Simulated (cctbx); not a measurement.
## Diagnosing a refinement

Cell a = 4.3480 Å, b = 4.3480 Å, c = 13.5240 Å, α = 90.00°, β = 90.00°, γ = 90.00°; space group I4/mmm (no. 139). The compound is SrCr2Bi2.

The data are simulated with cctbx, not measured: Cu Kα, λ = 1.54184 Å, to d = 0.83 Å, 80 % of the full sphere, strongest reflection 40000 counts, noise from counting, a 3 % proportional error and a noise floor of 15 counts (s.d.); no absorption.

An anisotropic refinement with weights 1/σ² prints:

```text
Rint 0.023, 92 unique reflections to 0.84 A
cycle     R1     wR2    GooF  max shift (A)
   1  0.1967  0.4586  33.984   0.00535
   3  0.0881  0.1902  14.094   0.00000
final R1 0.0881 wR2 0.1902 GooF 14.094  parameters 7  data/parameter 13.1
atom        x        y        z      Ueq    occ   su(xyz)  su(Uiso or U11)
Bi1    0.50000  0.50000  0.14721   0.0087  1.000  0.00022  0.0015
Cr1    0.00000  0.00000  0.00000  -0.0135  1.000  0.00000  0.0033  NPD
Sr1    0.50000  0.00000  0.25000   0.0594  1.000  0.00000  0.0056
difference map: max 19.71 min -5.26 rms 1.68
Q1    0.0000  0.0000  0.0000    2   19.71  0.00 A from Cr1
Q2    0.0000  0.0000  0.3367    4   13.65  0.22 A from Bi1
Q3    0.0000  0.3433  0.3268   16    1.05  1.24 A from Sr1
Q4    0.0000  0.1990  0.2598   16    1.01  1.32 A from Sr1
Q5    0.0000  0.5000  0.0893    8    0.97  2.17 A from Sr1
Q6    0.2466  0.2466  0.1466   16    0.94  1.56 A from Bi1
```

**Question.** Can this result stand? If not, what is the likely fault?

Mend it. The fault: elements exchanged: Sr1 is Cr and Cr1 is Sr. Against the right model at the same level, R1 goes from 0.0049 to 0.0881 and GooF from 0.82 to 14.09, U of Cr1 shrinks from 0.0210 to -0.0135 Å², U of Sr1 swells from 0.0240 to 0.0594 Å², the top difference peak, 19.7 e/Å³, lies on Cr1 and Cr1 goes non-positive-definite. Sr1 has 14 electrons too many and its U swells to shed them, as expected; Cr1 has 14 electrons too few and its U shrinks to make up, as expected.

The compound is SrCr2Bi2. The right model at the same level gives:

```text
Rint 0.023, 92 unique reflections to 0.84 A
cycle     R1     wR2    GooF  max shift (A)
   1  0.0110  0.0322   2.387   0.00029
   2  0.0049  0.0111   0.825   0.00000
final R1 0.0049 wR2 0.0111 GooF 0.825  parameters 7  data/parameter 13.1
atom        x        y        z      Ueq    occ   su(xyz)  su(Uiso or U11)
Bi1    0.50000  0.50000  0.14761   0.0132  1.000  0.00001  0.0001
Sr1    0.00000  0.00000  0.00000   0.0210  1.000  0.00000  0.0002
Cr1    0.50000  0.00000  0.25000   0.0240  1.000  0.00000  0.0003
difference map: max 0.47 min -0.42 rms 0.08
Q1    0.1363  0.1363  0.0000    8    0.48  0.84 A from Sr1
Q2    0.0000  0.0000  0.0000    2    0.33  0.00 A from Sr1
Q3    0.2182  0.2182  0.4573   16    0.28  1.83 A from Sr1
Q4    0.0000  0.5000  0.0780    8    0.26  2.33 A from Cr1
Q5    0.0000  0.0000  0.5000    2    0.25  2.00 A from Bi1
Q6    0.0000  0.0000  0.3324    4    0.24  0.27 A from Bi1
```

Isotropic U is held between 0.0001 and 1 Å² by the program, and listed peak heights are interpolated, so they can pass the grid's maximum.

The model was made for the exercise: a known structure type with other elements put in, its volume estimated, not relaxed; displacement parameters are assumed.

[Middle refinement cycles are left out of these outputs.]

[Logs are printed without paths, hosts, clocks, repeated set-up lines and the standing remarks that a program may print on its own settings, such as how far it seeks lower states.]
